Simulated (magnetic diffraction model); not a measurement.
**SrNdZn below its ordering temperature**

Space group P6_3mc (no. 186), a = 5.1760 Å, c = 8.0770 Å.

| site | atom | x | y | z |
| --- | --- | --- | --- | --- |
| 2a | Nd | 0 | 0 | 0.2597 |
| 2b | Sr | 1/3 | 2/3 | 0.0418 |
| 2b | Zn | 1/3 | 2/3 | 0.4445 |

This is a made-up structure (elements placed in a structure type, unrelaxed), so the numbers test the method and describe no known phase.

Only Nd is taken to order (form factors of Nd3+); orders and moment sizes are assumed, and not adapted to the symmetry. Radiation: neutrons of λ = 1.909 Å, 5° to 65°; isotropic B of 0.17 Å² (Nd), 0.18 Å² (Sr) and 0.18 Å² (Zn). Simulated constant-wavelength pattern: nuclear and magnetic terms add, the magnetic one as |2.695 fm × Σ f S⊥ exp(2πi Q·r) exp(−B s²)|², summed over all Q at one angle with the factor 1/(sin²θ cos θ). For collinear order S is the moment m, which repeats by lattice and centring translations R with the sign exp(−2πi k·R). Free-ion form factors, Sears's scattering lengths of 1992, no absorption; a label names one of the reflections at its angle. The strongest nuclear line in the range is 100, and lines under 0.2 are left out.

Above the ordering temperature:

```csv
2θ (°),index,I
24.59,(1 0 0),1.2
27.34,(0 0 2),1.6
28.19,(1 0 1),12.3
37.10,(1 0 2),100.0
43.28,(1 1 0),94.8
48.86,(1 0 3),28.3
50.41,(2 0 0),0.3
51.96,(1 1 2),3.0
52.46,(2 0 1),4.0
56.42,(0 0 4),7.2
58.30,(2 0 2),45.7
62.46,(1 0 4),7.4
```

Below it (cell unchanged):

| 2θ (°) | I |
| --- | --- |
| 13.99 | 18.1 |
| 22.33 | 12.7 |
| 23.87 | 11.4 |
| 24.59 | 1.2 |
| 27.34 | 1.6 |
| 28.19 | 12.3 |
| 29.64 | 8.0 |
| 33.45 | 6.9 |
| 36.60 | 5.4 |
| 37.10 | 100.0 |
| 37.91 | 1.5 |
| 38.88 | 6.4 |
| 40.76 | 4.3 |
| 42.85 | 1.8 |
| 43.28 | 94.8 |
| 45.71 | 5.3 |
| 48.18 | 4.9 |
| 48.86 | 28.3 |
| 50.03 | 4.6 |
| 50.41 | 0.3 |
| 50.57 | 2.8 |
| 51.58 | 1.7 |
| 51.96 | 3.0 |
| 52.46 | 4.0 |
| 53.85 | 2.5 |
| 55.79 | 1.6 |
| 56.42 | 7.2 |
| 57.95 | 3.6 |
| 58.30 | 45.7 |
| 58.87 | 2.3 |
| 59.58 | 1.7 |
| 60.06 | 3.4 |
| 62.46 | 7.4 |
| 62.54 | 2.2 |
| 63.01 | 1.3 |
| 64.77 | 0.4 |

**Question.** Check that the new lines index with k = (1/2 1/2 1/2), then choose among these models:
A. collinear moments along [101], 3 μB on Nd; signs + at (0, 0, 0.2597), − at (0, 0, 0.7597)
B. collinear moments along [100], 3 μB on Nd; signs + at (0, 0, 0.2597), + at (0, 0, 0.7597)
C. collinear moments along [100], 3 μB on Nd; signs + at (0, 0, 0.2597), − at (0, 0, 0.7597)
D. collinear moments along [101], 3 μB on Nd; signs + at (0, 0, 0.2597), + at (0, 0, 0.7597)

The new lines index as (1/2 -1/2 1/2) at 13.99°, (1/2 1/2 1/2) at 22.33°, (1/2 -1/2 3/2) at 23.87° and (1/2 1/2 3/2) at 29.64°, that is as H ± k with k = (1/2 1/2 1/2), one of 3 inequivalent arms of its star (k and −k counted as one), which a powder can't tell apart. Half indices mean that the moments reverse under translations with k·R a half-integer, and the magnetic cell has twice the primitive volume.

Magnetic intensity, observed (below minus above) and for each model:

| 2θ (°) | index | observed | A | B | C | D |
| --- | --- | --- | --- | --- | --- | --- |
| 13.99 | (1/2 -1/2 1/2) | 18.1 | 28.2 | 18.1 | 18.1 | 28.2 |
| 23.87 | (1/2 -1/2 3/2) | 11.4 | 6.0 | 11.4 | 11.4 | 6.0 |
| 29.64 | (1/2 1/2 3/2) | 8.0 | 5.7 | 8.0 | 8.0 | 5.7 |
| 33.45 | (3/2 -1/2 1/2) | 6.9 | 11.7 | 6.9 | 6.9 | 11.7 |
| 36.60 | (1/2 -1/2 5/2) | 5.4 | 2.0 | 5.4 | 5.4 | 2.0 |
| 37.91 | (3/2 -3/2 1/2) | 1.5 | 4.2 | 1.5 | 1.5 | 4.2 |
| 40.76 | (1/2 1/2 5/2) | 4.3 | 2.2 | 4.3 | 4.3 | 2.2 |
| 55.79 | (5/2 -3/2 1/2) | 1.6 | 3.8 | 1.6 | 1.6 | 3.8 |

Models B and C match alike on every line, so these data can't choose among them (such ties are often domains of one structure).

The structure used: k = (1/2 1/2 1/2), collinear moments along [100], 3 μB on Nd; signs + at (0, 0, 0.2597), − at (0, 0, 0.7597).

[Logs are printed without paths, hosts, clocks, repeated set-up lines and the standing remarks that a program may print on its own settings, such as how far it seeks lower states.]
